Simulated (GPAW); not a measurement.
# Ballistic transport through H2 in line between two Na chains, from relaxation to T(E), part 3 of 3

Aim: the conductance of H2 in line between two Na chains after relaxation, and whether geometry, basis or functional moves it most.

GPAW 26.7.0; GPAW LCAO, PAW setups; relaxation of the junction within the symmetry of its start, lead ends held (the session's first sound run).

So far, transmission at the Fermi level (one spin): step 3 (double-zeta polarised basis, PBE, GPAW) 0.342; step 4 (basis szp(dzp), PBE, GPAW) 0.426; step 5 (basis sz(dzp), PBE, GPAW) 0.396; step 6 (revPBE) 0.305; step 7 (without the relaxation: geometry = "as built", PBE, GPAW) 0.608. Also open channels of the lead at the Fermi level (one spin): 1 in steps 3, 4, 5 and 7.

## 9. The levels side by side

The curves are compared point by point over the common energies.

This step: comparison of transmission and cost over codes, levels and geometry (GPAW 26.7.0).

Ladder, by row:

| step | code | T at the Fermi level (sum over the listed spins) | conductance (G0) | r.m.s. T(E) from the first | wall time (s) | peak memory (GiB) | threads |
| --- | --- | --- | --- | --- | --- | --- | --- |
| dzp | GPAW | 0.3418 | 0.3401 | 0 | 93.34 | 1.63 | 1 |
| szp | GPAW | 0.4261 | 0.4243 | 0.1182 | 60.24 | 1.56 | 1 |
| sz | GPAW | 0.3956 | 0.394 | 0.1123 | 47.49 | 1.48 | 1 |
| dzp-revPBE | GPAW | 0.3052 | 0.3038 | 0.1426 | 106.2 | 1.63 | 1 |
| asbuilt | GPAW | 0.6081 | 0.606 | 0.2616 | 93.97 | 1.63 | 1 |

Table of transmission, zone mean, sum over the listed spins by energy, zero at the Fermi level:

| energy (eV) | dzp | szp | sz | dzp-revPBE | asbuilt |
| --- | --- | --- | --- | --- | --- |
| -2.0000 | 5.8e-11 | 1.2e-10 | 1.3e-13 | 5.9e-11 | 1.2e-10 |
| -1.7500 | 5.6e-11 | 1.2e-10 | 1.2e-13 | 5.7e-11 | 1.2e-10 |
| -1.5000 | 5.4e-11 | 1.2e-10 | 1.2e-13 | 5.5e-11 | 1.1e-10 |
| -1.2500 | 5.2e-11 | 1.2e-10 | 1.2e-13 | 5.3e-11 | 9.8e-11 |
| -1.0000 | 4.1e-11 | 1.2e-10 | 1.4e-13 | 4.2e-11 | 4.3e-11 |
| -0.8500 | 5.8e-4 | 5.0e-6 | 0.952 | 0.0109 | 4.3e-5 |
| -0.8250 | 0.971 | 0.869 | 0.741 | 0.896 | 0.932 |
| -0.7500 | 0.392 | 0.423 | 0.407 | 0.372 | 0.552 |
| -0.5000 | 0.267 | 0.307 | 0.297 | 0.248 | 0.565 |
| -0.2500 | 0.303 | 0.367 | 0.348 | 0.277 | 0.606 |
| 0.0000 | 0.342 | 0.426 | 0.396 | 0.305 | 0.608 |
| 0.2500 | 0.315 | 0.413 | 0.378 | 0.279 | 0.520 |
| 0.5000 | 0.335 | 0.452 | 0.412 | 0.300 | 0.479 |
| 0.7500 | 0.397 | 0.534 | 0.491 | 0.359 | 0.486 |
| 1.0000 | 0.454 | 0.605 | 0.565 | 0.414 | 0.502 |
| 1.2500 | 0.501 | 0.667 | 0.633 | 0.458 | 0.526 |
| 1.5000 | 0.531 | 0.719 | 0.692 | 0.483 | 0.558 |
| 1.7500 | 0.540 | 0.762 | 0.742 | 2.20 | 0.607 |
| 2.0000 | 1.70 | 1.95 | 1.83 | 1.63 | 2.73 |

## 10. A varied run

One more run, with changed settings.

This step: GPAW LCAO, PAW setups; Landauer transmission from Green's functions with principal layers (ASE), zero bias (GPAW 26.7.0).

The input, run.py:

```python
import json
import numpy as np
from ase import Atoms
from ase.transport.calculators import TransportCalculator
from gpaw import GPAW, FermiDirac
from gpaw.lcao.tools import get_lcao_hamiltonian
from scipy.linalg import eigh

# The junction with lead layers at both ends, along the third cell vector
device = Atoms(
    ['Na', 'Na', 'Na', 'Na', 'Na', 'Na', 'Na', 'H', 'H', 'Na', 'Na', 'Na', 'Na', 'Na', 'Na', 'Na'],
    positions=[
        [4.50000, 4.50000, 1.65000],
        [4.50000, 4.50000, 4.95000],
        [4.50000, 4.50000, 8.25000],
        [4.50000, 4.50000, 11.55000],
        [4.50000, 4.50000, 14.85000],
        [4.50000, 4.50000, 18.15000],
        [4.50000, 4.50000, 21.07528],
        [4.50000, 4.50000, 23.26989],
        [4.50000, 4.50000, 24.07151],
        [4.50000, 4.50000, 26.26612],
        [4.50000, 4.50000, 29.19140],
        [4.50000, 4.50000, 32.49140],
        [4.50000, 4.50000, 35.79140],
        [4.50000, 4.50000, 39.09140],
        [4.50000, 4.50000, 42.39140],
        [4.50000, 4.50000, 45.69140]],
    cell=[[9.0, 0.0, 0.0], [0.0, 9.0, 0.0], [0.0, 0.0, 47.3414]],
    pbc=True)

# One principal layer of the lead: the first 4 atoms of the device
lead = Atoms(
    ['Na', 'Na', 'Na', 'Na'],
    positions=[
        [4.50000, 4.50000, 1.65000],
        [4.50000, 4.50000, 4.95000],
        [4.50000, 4.50000, 8.25000],
        [4.50000, 4.50000, 11.55000]],
    cell=[[9.0, 0.0, 0.0], [0.0, 9.0, 0.0], [0.0, 0.0, 13.2]],
    pbc=True)

settings = dict(mode='lcao', basis='dzp', xc='PBE', h=0.5,
                occupations=FermiDirac(0.1), maxiter=60,
                mixer=dict(beta=0.1, nmaxold=8, weight=100.0),
                convergence=dict(density=0.0001))
energies = np.arange(-2, 2 + 1e-9, 0.025)
eta = 0.0001
n1, n2 = 1, 1
# k and -k transmit alike, so half of the mesh across the current serves
mesh = [(i, j) for i in range(n1) for j in range(n2) if (i, j) <= (-i % n1, -j % n2)]
weights = np.array([1 if (i, j) == (-i % n1, -j % n2) else 2 for i, j in mesh]) / (n1 * n2)


def ground_state(atoms, size, txt):
    atoms.calc = GPAW(kpts={'size': size, 'gamma': True}, symmetry={'tolerance': 1e-3}, txt=txt, **settings)
    atoms.get_potential_energy()
    return atoms.calc.get_fermi_level()


def blocks(atoms, fermi, points, nz, cells):
    """H - E_F S and S between cell 0 and the cells above it, at each point across the current."""
    kz = np.arange(nz) / nz
    calc = atoms.calc.fixed_density(kpts=[(*k, z) for k in points for z in kz], symmetry='off', txt=None)
    H, S = get_lcao_hamiltonian(calc)
    H = (H - fermi * S).reshape(len(H), len(points), nz, *S.shape[1:])
    S = S.reshape(H.shape[1:])
    phases = [np.exp(-2j * np.pi * kz * R) / nz for R in cells]
    return [(np.einsum('skzij,z->ksij', H, p), np.einsum('kzij,z->kij', S, p)) for p in phases]


def pair(a, b):
    return np.block([[a, b], [b.T.conj(), a]])


def count_channels(h, s, cells, nk=240):
    """Half the number of times that the lead's bands cross each energy, unfolded to its shortest repeat."""
    b = len(h) // cells
    bands = []
    for k in (np.arange(nk + 1) + 0.5) / nk:
        hk, sk = h[:b, :b].copy(), s[:b, :b].copy()
        for R in range(1, cells):
            phase, block = np.exp(2j * np.pi * k * R), slice(R * b, (R + 1) * b)
            hk += h[:b, block] * phase + (h[:b, block] * phase).T.conj()
            sk += s[:b, block] * phase + (s[:b, block] * phase).T.conj()
        w, u = eigh(sk)
        x = u[:, w > 1e-5] / w[w > 1e-5]**0.5  # drop near-dependent combinations
        bands.append(np.r_[eigh(x.T.conj() @ hk @ x, eigvals_only=True), [1e9] * (w <= 1e-5).sum()])
    below = np.array(bands)[:, :, None] < energies
    return (below[1:] != below[:-1]).sum((0, 1)) / 2


fermi_lead = ground_state(lead, (1, 1, 9), 'lead.txt')
fermi_device = ground_state(device, (1, 1, 2), 'device.txt')
T, channels, eigen, tail, misfit, shifts = [], [], [], 0.0, 0.0, []
for first in range(0, len(mesh), 434):
    points = [(i / n1, j / n2) for i, j in mesh[first:first + 434]]
    (H0k, S0k), (H1k, S1k), (H2k, _) = blocks(lead, fermi_lead, points, 5, range(3))
    [(Hk, Sk)] = blocks(device, fermi_device, points, 2, [0])
    tail = max(tail, abs(H2k).max())
    for H0, S0, H1, S1, H, S in zip(H0k, S0k, H1k, S1k, Hk, Sk):
        n = len(S0)
        # Shift the lead onto the potential of the device's first layer
        shift = ((H[:, 0, 0] - H0[:, 0, 0]) / S0[0, 0]).real.mean()
        shifts.append(shift)
        misfit = max(misfit, abs(H[:, :n, :n] - H0 - shift * S0).max())
        Tk, Ck, Ek = [], [], []
        for s in range(len(H)):
            t = s % len(H0)  # a lead without moments serves both spins
            h1, s1 = pair(H0[t] + shift * S0, H1[t] + shift * S1), pair(S0, S1)
            leads = dict(h1=h1, s1=s1, energies=energies, eta=eta, eta1=eta, eta2=eta)
            calc = TransportCalculator(h=H[s], s=S, eigenchannels=3, **leads)
            Tk.append(calc.get_transmission())
            Ek.append(np.sort(calc.eigenchannels_ne, axis=0)[::-1])
            Ck.append(count_channels(h1, s1, 8))
        T.append(Tk)
        channels.append(Ck)
        eigen.append(Ek)
T, channels = np.array(T), np.array(channels)
mean, open_channels = np.einsum('kse,k->se', T, weights), np.einsum('kse,k->se', channels, weights)

print(f'basis functions: device {len(S)}, principal layer {n}')
print(f'Fermi level: lead {fermi_lead:.4f} eV, device {fermi_device:.4f} eV; lead shifted by {np.mean(shifts):.4f} eV')
print(f'largest coupling past the next layer {tail:.2e} eV, largest misfit of the first layer {misfit:.3f} eV')
print('  E-E_F (eV)   ' + 'T (one spin)  channels')
for e, t, c in zip(energies, mean.T, open_channels.T):
    print(f'{e:10.3f}  ', *[f'{x:11.4e}' for x in t], *[f'{x:9.4f}' for x in c])

kT = 8.617333e-5 * 300
fine = np.linspace(energies[0], energies[-1], 4001)
both = np.exp(np.interp(fine, energies, np.log(np.maximum(mean.sum(0) * 2 / len(mean), 1e-30))))
fermi = lambda mu: 1 / (1 + np.exp(np.clip((fine - mu) / kT, -200, 200)))
slope = fermi(0) * (1 - fermi(0)) / kT
G = np.trapezoid(both * slope, fine) / 2
seebeck = -np.trapezoid(both * slope * fine, fine) / (2 * G * 300) * 1e6
print(f'conductance at 300 K: {G:.5g} G0 a cell; thermopower {seebeck:.4g} uV/K')
bias = [0.1, 0.2, 0.5, 1.0, 1.5, 2.0]
current = [38.74 * np.trapezoid(both * (fermi(V / 2) - fermi(-V / 2)), fine) for V in bias]
for V, I in zip(bias, current):
    print(f'current from the zero-bias T(E) at {V} V: {I:.5g} uA')
zero = abs(energies).argmin()
json.dump(dict(energies=energies.tolist(), T=mean.tolist(), channels=open_channels.tolist(), G=G, seebeck=seebeck,
               bias=bias, current=current, tail=tail, misfit=misfit, shift=np.mean(shifts), n_device=len(S), n_lead=n,
               fermi=[fermi_lead, fermi_device], energy=device.get_potential_energy(),
               moments=device.get_magnetic_moments().tolist(), mesh=mesh, weights=weights.tolist(),
               T_k=T[:, :, zero].tolist(), eigen=np.array(eigen[0]).tolist()), open('result.json', 'w'))
```

On the command line:

```sh
OMP_NUM_THREADS=1 OPENBLAS_NUM_THREADS=1 python run.py
```

What it wrote:

```text
basis functions: device 248, principal layer 68
Fermi level: lead -2.4804 eV, device -2.4154 eV; lead shifted by -0.0036 eV
largest coupling past the next layer 4.16e-12 eV, largest misfit of the first layer 0.045 eV
  E-E_F (eV)   T (one spin)  [channel counts left out]
    -2.000    5.6778e-11
    -1.975    5.6613e-11
    -1.950    5.6447e-11
    -1.925    5.6279e-11
    -1.900    5.6109e-11
    -1.875    5.5937e-11
    -1.850    5.5763e-11
    -1.825    5.5587e-11
    -1.800    5.5409e-11
    -1.775    5.5228e-11
    -1.750    5.5045e-11
    -1.725    5.4860e-11
    -1.700    5.4673e-11
    -1.675    5.4482e-11
    -1.650    5.4289e-11
    -1.625    5.4094e-11
[...]
1.825    2.0547e+00
     1.850    1.9421e+00
     1.875    1.8840e+00
     1.900    1.8500e+00
     1.925    1.8258e+00
     1.950    1.8055e+00
     1.975    1.7875e+00
     2.000    1.7722e+00
conductance at 300 K: 0.35081 G0 a cell; thermopower 0.627 uV/K
current from the zero-bias T(E) at 0.1 V: 2.714 uA
current from the zero-bias T(E) at 0.2 V: 5.4038 uA
current from the zero-bias T(E) at 0.5 V: 13.163 uA
current from the zero-bias T(E) at 1.0 V: 25.376 uA
current from the zero-bias T(E) at 1.5 V: 38.991 uA
current from the zero-bias T(E) at 2.0 V: 52.091 uA
```

Elapsed: 26 s, on 1 thread of Arm Neoverse V1, shared host; peak memory 0.33 GiB.

The run finished. A setting was moved off its sound value on purpose, so it serves as a test and not as the result.

The fault put into the input: a grid far too coarse (h = 0.5).

Side by side:

| quantity | this run | sound run | difference |
| --- | --- | --- | --- |
| conductance (G₀) | 0.35081 | 0.34014 | 0.0107 |
| largest coupling past the next principal layer (eV) | 4.160e-12 | 4.162e-12 | -1.7e-15 |
| largest misfit of the first principal layer (eV) | 0.044640 | 0.020369 | 0.0243 |
| shift that aligns the lead (eV) | -0.0035509 | -0.0014192 | -0.00213 |
| transmission at the Fermi level (one spin) | 0.35234 | 0.34176 | 0.0106 |

## 11. What came out

```
conductance                                        : 0.340 G₀
transmission at the Fermi level, mean of the spins : 0.342
thermopower                                        : about 0 (under 1.5 μV/K)
open channels of the lead there                    : 1
```

In the dzp basis the junction conducts 0.340 G₀ at 300 K, with T = 0.342 a spin at the Fermi level; no smaller basis tried comes within 10 % of that conductance. Relaxation moved atoms by up to 0.37 Å and took the conductance from 0.606 to 0.340 G₀, as a ratio a larger change than the step from dzp to the minimal basis. The scatterer reflects about 66 % of the incoming channels at the Fermi level. At the Fermi level one eigenchannel carries the current (0.34). Measured against the first run (dzp), the nearest curve is that of sz (r.m.s. 0.11) and the farthest that of asbuilt (0.26). Over the compared runs wall time goes from 47 s (sz) to 106 s (dzp-revPBE), on a shared host. The leads kept an estimated spacing and the cell its length, so the junction may be under some tension or compression. The geometry comes from the orbital basis, which tends to overbind, and kept the symmetry of the start, so a structure of lower symmetry may lie lower. An evenly spaced straight chain is an idealisation: free chains tend to dimerise, zigzag or, where a band edge lies near the Fermi level, turn magnetic. The currents use the zero-bias T(E) throughout, which holds only while the bias is small against the distance to the nearest feature.

[Logs are printed without paths, hosts, clocks, repeated set-up lines and the standing remarks that a program may print on its own settings, such as how far it seeks lower states.]

[Hosts, paths, dates, database ids (printed as entryN), source tags and the programs' standing remarks are cut or masked in the printed files.]
